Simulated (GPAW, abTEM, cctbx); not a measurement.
## Zr3Tl2: the scripts behind a bonding study

Short scripts, each with its output. The cell comes from substitution in a known structure type and wasn't matched to any measured phase.

**1. Relax the structure**

```text
cell
1.0
     0.000000000    0.000000000    3.950000000
     7.917000000    0.000000000    0.000000000
     0.000000000    7.917000000    0.000000000
Tl Zr
4 6
Direct
0.000000000 0.881800000 0.618200000
0.000000000 0.618200000 0.118200000
0.000000000 0.118200000 0.381800000
0.000000000 0.381800000 0.881800000
0.500000000 0.680600000 0.819400000
0.500000000 0.819400000 0.319400000
0.500000000 0.319400000 0.180600000
0.500000000 0.180600000 0.680600000
0.000000000 0.500000000 0.500000000
0.000000000 0.000000000 0.000000000
```

```python
from ase.constraints import FixSymmetry
from ase.filters import FrechetCellFilter
from ase.io import read, write
from ase.optimize import BFGS
from ase.parallel import parprint
from gpaw import GPAW, PW, FermiDirac

atoms = read("start.vasp")
atoms.set_constraint(FixSymmetry(atoms))
atoms.calc = GPAW(mode=PW(570), xc="PBE", kpts={"size": (5, 3, 3), "gamma": True},
                 occupations=FermiDirac(0.1), maxiter=120, symmetry={"tolerance": 1e-5}, txt="relax.txt")
BFGS(FrechetCellFilter(atoms), maxstep=0.15).run(fmax=0.03, steps=40)
parprint("cell  %.4f %.4f %.4f  %.2f %.2f %.2f" % tuple(atoms.cell.cellpar()))
parprint("volume %.3f A^3, largest force %.3f eV/A, largest stress %.2f GPa" % (atoms.get_volume(), abs(atoms.get_forces()).max(), 160.218 * abs(atoms.get_stress()).max()))
atoms.set_constraint()
write("relaxed.vasp", atoms, direct=True)
```

```console
$ OMP_NUM_THREADS=1 mpirun -n 4 gpaw python run.py > gpaw.log
```

```text
      Step        Energy          fmax
BFGS:    0      -54.234445        2.176590
BFGS:    1      -54.475229        1.478235
BFGS:    2      -54.756875        0.502234
BFGS:    3      -54.804406        0.549585
BFGS:    4      -54.863152        0.568787
BFGS:    5      -54.928516        0.435002
BFGS:    6      -54.968216        0.284660
BFGS:    7      -54.978992        0.104043
BFGS:    8      -54.981203        0.025765
cell  3.8839 7.7978 7.7978  90.00 90.00 90.00
volume 236.165 A^3, largest force 0.015 eV/A, largest stress 0.17 GPa
```

Time: 6.2 min on 4 cores of Arm Neoverse V2 (shared host), peak memory 1.3 GiB.

**2. Build the all-electron density and subtract free atoms**

```text
cell
1.0
     0.000000000    0.000000000    3.883928710
     7.797793660    0.000000000    0.000000000
     0.000000000    7.797793660    0.000000000
Tl Zr
4 6
Direct
0.000000000 0.866163240 0.633836760
0.000000000 0.633836760 0.133836760
0.000000000 0.133836760 0.366163240
0.000000000 0.366163240 0.866163240
0.500000000 0.670195850 0.829804150
0.500000000 0.829804150 0.329804150
0.500000000 0.329804150 0.170195850
0.500000000 0.170195850 0.670195850
0.000000000 0.500000000 0.500000000
0.000000000 0.000000000 0.000000000
```

```python
import numpy as np
from ase.io import read
from ase.units import Bohr
from gpaw import GPAW, PW, FermiDirac
from gpaw.calculator import GPAW as OldGPAW
from gpaw.mpi import serial_comm, world
from scipy.special import erfc
from scipy.spatial import cKDTree

atoms = read("cell.vasp")
atoms.calc = GPAW(mode=PW(450), xc="PBE", kpts={"size": (6, 3, 3), "gamma": True},
                 occupations=FermiDirac(0.1), maxiter=120, symmetry={"tolerance": 1e-5}, txt="scf.txt")
atoms.get_potential_energy()
rho = atoms.calc.get_all_electron_density(gridrefinement=2)
moments = atoms.get_magnetic_moments() if atoms.calc.get_number_of_spins() == 2 else np.zeros(len(atoms))
total = atoms.get_magnetic_moment() if moments.any() else 0.0
if world.rank == 0:
    free = OldGPAW(mode=PW(450), xc="PBE", txt=None, communicator=serial_comm)
    neutral = atoms.copy()
    neutral.set_initial_magnetic_moments(None)
    free.initialize(neutral)
    free.set_positions(neutral)
    drho = rho - free.get_all_electron_density(gridrefinement=2)
    # GPAW starts from confined atoms: exchange their smooth part for that of the datasets' free atoms
    h = np.stack(np.meshgrid(*[np.fft.fftfreq(n, 1 / n) for n in drho.shape], indexing="ij"), -1)
    gabs = np.linalg.norm(h @ atoms.cell.reciprocal(), axis=-1)
    tails = np.fft.fftn(free.get_pseudo_density(gridrefinement=2))
    g, form, v0 = np.linspace(0, gabs.max(), 1500), {}, 0
    for e in set(atoms.symbols):
        idx = atoms.symbols.search(e)
        d = free.setups[idx[0]].data
        r, w = d.rgd.r_g * Bohr, d.rgd.r_g**2 * d.rgd.dr_g
        j0 = np.sinc(2 * g[:, None] * r)
        smooth = sum(f * p**2 for f, p in zip(d.f_j, d.phit_jg)) + np.sqrt(4 * np.pi) * d.nct_g
        full = sum(f * p**2 for f, p in zip(d.f_j, d.phi_jg)) + np.sqrt(4 * np.pi) * d.nc_g
        phase = sum(np.exp(-2j * np.pi * h @ s) for s in atoms.get_scaled_positions()[idx])
        tails -= np.interp(gabs, g, j0 @ (smooth * w)) * phase * drho.size / atoms.get_volume()
        form[e] = j0 @ (full * w)
        v0 += 2 * np.pi / 3 * 14.3996 * (full * w * r**2).sum() * len(idx)  # V A^3
    tails *= 0.5 * erfc((gabs - 1.8) / 0.25)  # the tails differ at long wavelengths alone
    drho += np.fft.ifftn(tails).real  # crystal minus superposed spherical free atoms
    np.save("drho.npy", drho)
    dv = atoms.get_volume() / drho.size
    print("grid", drho.shape, " electrons %.3f" % (rho.sum() * dv), " moved by bonding %.3f e" % (abs(drho).sum() * dv / 2))
    pts = np.indices(drho.shape).reshape(3, -1).T / drho.shape @ atoms.cell
    shifts = (np.indices((3, 3, 3)).reshape(3, -1).T - 1) @ atoms.cell
    images = (atoms.positions[None] + shifts[:, None]).reshape(-1, 3)
    dist, idx = cKDTree(images).query(pts, k=4)
    out = drho.ravel()[dist[:, 0] > 0.5]
    print("deformation density beyond 0.5 A of the nuclei: max %.3f, min %.3f e/A^3" % (out.max(), out.min()))
    tie = dist < dist[:, :1] + 1e-4
    q = -np.bincount((idx % len(atoms))[tie], (drho.ravel()[:, None] / tie.sum(1, keepdims=True) * tie)[tie], len(atoms)) * dv
    print("atom        x       y       z   Voronoi charge  moment")
    for a, s, c, m in zip(atoms, atoms.get_scaled_positions(), q, moments):
        print("%-2s%-3d %7.4f %7.4f %7.4f %10.3f %10.2f" % (a.symbol, a.index + 1, *s, c, m))
    np.savez("free.npz", g=g, **form)
    print("mean inner potential of superposed free atoms %.3f V" % (v0 / atoms.get_volume()))
    print("total magnetic moment %.3f muB" % total)
```

```console
$ OMP_NUM_THREADS=1 mpirun -n 4 gpaw python run.py > gpaw.log
```

```text
grid (40, 80, 80)  electrons 564.000  moved by bonding 2.150 e
deformation density beyond 0.5 A of the nuclei: max 0.036, min -0.096 e/A^3
atom        x       y       z   Voronoi charge  moment
Tl1    0.0000  0.8662  0.6338     -0.093       0.00
Tl2    0.0000  0.6338  0.1338     -0.093       0.00
Tl3    0.0000  0.1338  0.3662     -0.093       0.00
Tl4    0.0000  0.3662  0.8662     -0.093       0.00
Zr5    0.5000  0.6702  0.8298      0.064       0.00
Zr6    0.5000  0.8298  0.3298      0.064       0.00
Zr7    0.5000  0.3298  0.1702      0.064       0.00
Zr8    0.5000  0.1702  0.6702      0.064       0.00
Zr9    0.0000  0.5000  0.5000      0.058       0.00
Zr10   0.0000  0.0000  0.0000      0.058       0.00
mean inner potential of superposed free atoms 24.331 V
total magnetic moment 0.000 muB
```

Time: 39 s.

**3. Fourier-transform the difference**

```python
from cctbx import adptbx, crystal, miller, xray
from cctbx.eltbx import tiny_pse
import numpy as np

cs = crystal.symmetry(unit_cell=(7.7978, 7.7978, 3.8839, 90, 90, 90), space_group_symbol='Hall: -P 4 2ab')  # P4/mbm
atoms = [  # label, site, U (iso, or U11 U22 U33 U12 U13 U23 in A^2), occupancy
    ("Tl1", (0.86616, 0.63384, 0), 0.0000, 1),
    ("Zr1", (0.6702, 0.8298, 0.5), 0.0000, 1),
    ("Zr2", (0.5, 0.5, 0), 0.0000, 1),
]
xs = xray.structure(crystal_symmetry=cs)
for label, site, u, occ in atoms:
    u = adptbx.u_cif_as_u_star(cs.unit_cell(), u) if isinstance(u, tuple) else u
    xs.add_scatterer(xray.scatterer(label, site=site, u=u, occupancy=occ))
xs.scattering_type_registry(table="wk1995")
drho = np.load("drho.npy")
T = np.array([[0, 1, 0], [0, 0, 1], [1, 0, 0]])  # conventional axes in terms of the primitive ones
dF = np.fft.ifftn(drho) * 236.16456  # electrons a conventional cell, indexed by primitive hkl
ms = miller.build_set(cs, anomalous_flag=False, d_min=0.9).sort("resolution")
iam = ms.structure_factors_from_scatterers(xs, algorithm="direct").f_calc()
p1 = xs.expand_to_p1()
z = np.array([tiny_pse.table(sc.scattering_type).atomic_number() for sc in p1.scatterers()])
x = np.array(p1.sites_frac())
free = np.load("free.npz")
print("static structure factors of the conventional cell: F in electrons, V (Mott-Bethe) in volts")
print("   h  k  l      d  |F| table  |F| free   |F| DFT   change   |V| free  |V| DFT  change %")
for h, d, table in list(zip(ms.indices(), ms.d_spacings().data(), iam.data()))[:16]:
    df = dF[tuple(np.rint(np.linalg.solve(T, h)).astype(int))]
    phase = np.exp(2j * np.pi * x @ h)
    f = sum(np.interp(1 / d, free["g"], free[sc.scattering_type]) * p for sc, p in zip(p1.scatterers(), phase))
    fz = (z * phase).sum()
    c = 14.3996 * d * d / (np.pi * cs.unit_cell().volume())
    v0, v1 = abs(fz - f) * c, abs(fz - f - df) * c
    print("%4d%3d%3d %7.4f %9.3f %9.3f %9.3f %8.3f %9.3f %8.3f %8s" % (h + (d, abs(table), abs(f), abs(f + df), abs(f + df) - abs(f), v0, v1, "%.1f" % (100 * (v1 / v0 - 1)) if v0 > 0.02 else "-")))
```

```console
$ python run.py
```

```text
static structure factors of the conventional cell: F in electrons, V (Mott-Bethe) in volts
   h  k  l      d  |F| table  |F| free   |F| DFT   change   |V| free  |V| DFT  change %
   1  1  0  5.5139    98.022    97.911    97.861   -0.050     1.826    1.856      1.6
   2  0  0  3.8989    38.388    38.383    38.495    0.112     1.064    1.031     -3.1
   0  0  1  3.8839   228.771   228.596   228.562   -0.035     4.510    4.520      0.2
   2  1  0  3.4873   116.859   116.713   116.637   -0.075     1.178    1.196      1.5
   1  1  1  3.1753    31.020    30.937    30.938    0.001     0.755    0.756      0.0
   2  2  0  2.7569   105.208   105.179   104.786   -0.393     3.703    3.761      1.6
   2  0  1  2.7516   102.534   102.506   102.034   -0.473     4.063    4.132      1.7
   2  1  1  2.5948   299.439   299.305   298.654   -0.652     7.703    7.788      1.1
   3  1  0  2.4659   271.477   271.312   270.626   -0.686     7.246    7.327      1.1
   2  2  1  2.2481    28.877    28.847    28.712   -0.135     0.866    0.880      1.5
   3  2  0  2.1627   159.617   159.534   159.166   -0.369     3.288    3.321      1.0
   3  1  1  2.0817   144.905   144.830   144.552   -0.278     2.894    2.918      0.8
   4  0  0  1.9494   241.758   241.634   241.082   -0.552     4.558    4.599      0.9
   0  0  2  1.9420   429.977   429.683   429.179   -0.504     9.831    9.868      0.4
   4  1  0  1.8912    49.026    48.978    49.030    0.052     1.740    1.736     -0.2
   3  2  1  1.8895   140.383   140.308   140.140   -0.168     2.598    2.609      0.4
```

Time: 0.25 s on 1 core of Arm Neoverse V2 (shared host), peak memory 0.08 GiB.

**4. Rock the beam across one reflection**

```python
import abtem
import numpy as np
from ase.build import make_supercell
from ase.io import read

abtem.config.set({"dask.lazy": False, "fft": "fftw", "diagnostics.progress_bar": False})
M = [[-1, 0, 0], [0, -1, 1], [0, 1, 1]]  # rows: x, y and beam direction in the primitive cell's axes
unit = make_supercell(read("cell.vasp"), M)
unit.set_cell(list(unit.cell.lengths()) + [90, 90, 90], scale_atoms=True)
unit.positions[:, 2] += 1.5595  # keeps atomic planes off the slice boundaries
unit.wrap()
slab = unit * (1, 1, 44)
print(slab.get_chemical_formula(), "| box %.2f x %.2f x %.2f A" % tuple(slab.cell.lengths()))

# change of the potential by bonding, from the DFT deformation density (Poisson's equation term by term)
drho = np.load("drho.npy")
prim = read("cell.vasp")
h = np.stack(np.meshgrid(*[np.fft.fftfreq(n, 1 / n) for n in drho.shape], indexing="ij"), -1).reshape(-1, 3).astype(int)
g2 = ((h @ prim.cell.reciprocal()) ** 2).sum(1)
keep = (g2 > 0) & (g2 < 2.5**2)
shape = (87, 246, 60)
vg = np.zeros(shape, complex)
hm = h[keep] @ np.array(M).T
move = np.exp(-2j * np.pi * hm[:, 2] * (1.5595 / unit.cell[2, 2] - 0.5 / shape[2]))  # the same shift, sampled at mid-points
vg[tuple(hm.T % np.array(shape)[:, None])] = -14.3996 / np.pi * (np.fft.fftn(drho).ravel() / drho.size)[keep] / g2[keep] * move
dV = np.fft.ifftn(vg).real * vg.size
dV = dV.reshape(87, 246, 6, 10).mean(3) * unit.cell[2, 2] / 6  # V A, projected in each slice
dV = np.tile(dV.transpose(2, 0, 1), (44, 1, 1))


def build(atoms):
    p = abtem.Potential(atoms, gpts=(87, 246), slice_thickness=[slab.cell[2, 2] / 264] * 264,
                        parametrization="lobato", projection="infinite", exit_planes=66).build()
    p.array[:] += BONDING * dV
    return p


def potentials():
    yield build(slab)  # atoms at rest


for label, BONDING in (("IAM", 0.0), ("DFT", 1.0)):
    print("=====", label)
    potential = build(slab)
    print("grid", potential.gpts, "slices", potential.num_slices)
    thickness = potential.exit_thicknesses
    h = np.array(M) @ np.linalg.solve(np.array([[0, 1, 0], [0, 0, 1], [1, 0, 0]]), [1, -1, 0])
    ix, iy = round(h[0]) * 1, round(h[1]) * 1
    gxy = h[:2] / unit.cell.lengths()[:2]
    along = gxy / np.hypot(*gxy)
    across = np.array([-along[1], along[0]])
    bragg = 500 * abtem.PlaneWave(energy=100000).wavelength * np.hypot(*gxy)
    print("Bragg angle %.3f mrad; beam tilted 46 mrad off the zone axis across the row" % bragg)
    print("dark-field intensity of 1 -1 0 against tilt along the row, in Bragg angles")
    print("  t (A)" + "".join("%8.2f" % s for s in [0.2, 0.4, 0.6, 0.8, 1.0, 1.2, 1.4, 1.6, 1.8, 2.0, 2.2, 2.4, 2.6]))
    rows = []
    row = [(n * ix, n * iy) for n in range(-8, 9)]
    for s in [0.2, 0.4, 0.6, 0.8, 1.0, 1.2, 1.4, 1.6, 1.8, 2.0, 2.2, 2.4, 2.6]:
        tilt = -s * bragg * along + 46 * across
        dp = abtem.PlaneWave(energy=100000, tilt=tuple(tilt)).multislice(potential).diffraction_patterns(max_angle="valid").array
        rows.append(dp[:, dp.shape[1] // 2 + ix, dp.shape[2] // 2 + iy])
        if s == 1.0:
            cx, cy = dp.shape[1] // 2, dp.shape[2] // 2
            share = sum(dp[:, cx + i, cy + j] for i, j in row if abs(i) < cx and abs(j) < cy) / dp.sum(axis=(1, 2))
            total = dp.sum(axis=(1, 2))
    for t, a in list(zip(thickness, np.array(rows).T))[1:]:
        print("%7.1f" % t + "".join("%8.4f" % v for v in a))
    print("at the Bragg tilt, share in the row:", share[1:].round(3).tolist(), "total:", total[1:].round(3).tolist())
```

```console
$ python run.py
```

```text
Tl352Zr528 | box 3.88 x 11.03 x 485.22 A
===== IAM
grid (87, 246) slices 264
Bragg angle 3.356 mrad; beam tilted 46 mrad off the zone axis across the row
dark-field intensity of 1 -1 0 against tilt along the row, in Bragg angles
  t (A)    0.20    0.40    0.60    0.80    1.00    1.20    1.40    1.60    1.80    2.00    2.20    2.40    2.60
  121.3  0.0493  0.0515  0.0531  0.0541  0.0545  0.0538  0.0524  0.0504  0.0479  0.0455  0.0434  0.0412  0.0387
  242.6  0.1236  0.1134  0.0995  0.0902  0.0870  0.0907  0.0994  0.1089  0.1165  0.1146  0.1024  0.0843  0.0622
  363.9  0.1739  0.1343  0.1081  0.1136  0.1212  0.1123  0.1127  0.1262  0.1553  0.1867  0.1543  0.1093  0.0462
  485.2  0.1220  0.0841  0.0596  0.0955  0.1051  0.0861  0.0639  0.0827  0.1148  0.1288  0.0675  0.0233  0.0016
at the Bragg tilt, share in the row: [0.5759999752044678, 0.3160000145435333, 0.1899999976158142, 0.20100000500679016] total: [0.9860000014305115, 0.9760000109672546, 0.9670000076293945, 0.9549999833106995]
===== DFT
grid (87, 246) slices 264
Bragg angle 3.356 mrad; beam tilted 46 mrad off the zone axis across the row
dark-field intensity of 1 -1 0 against tilt along the row, in Bragg angles
  t (A)    0.20    0.40    0.60    0.80    1.00    1.20    1.40    1.60    1.80    2.00    2.20    2.40    2.60
  121.3  0.0507  0.0530  0.0545  0.0555  0.0559  0.0553  0.0538  0.0518  0.0492  0.0467  0.0446  0.0423  0.0398
  242.6  0.1260  0.1156  0.1014  0.0920  0.0888  0.0926  0.1014  0.1110  0.1188  0.1169  0.1047  0.0864  0.0639
  363.9  0.1733  0.1349  0.1098  0.1164  0.1245  0.1151  0.1144  0.1268  0.1549  0.1856  0.1532  0.1089  0.0465
  485.2  0.1174  0.0821  0.0594  0.0951  0.1044  0.0858  0.0636  0.0809  0.1109  0.1236  0.0634  0.0214  0.0013
at the Bragg tilt, share in the row: [0.5759999752044678, 0.3160000145435333, 0.19200000166893005, 0.20100000500679016] total: [0.9860000014305115, 0.9760000109672546, 0.9670000076293945, 0.9549999833106995]
```

Time: 21 s.

[Outputs are excerpts: Python notices, other lines and further rows are left out; steps that failed or that the build refused (PBEsol, TPSS) are not shown.]

[Logs are printed without paths, hosts, clocks, repeated set-up lines and the standing remarks that a program may print on its own settings, such as how far it seeks lower states.]
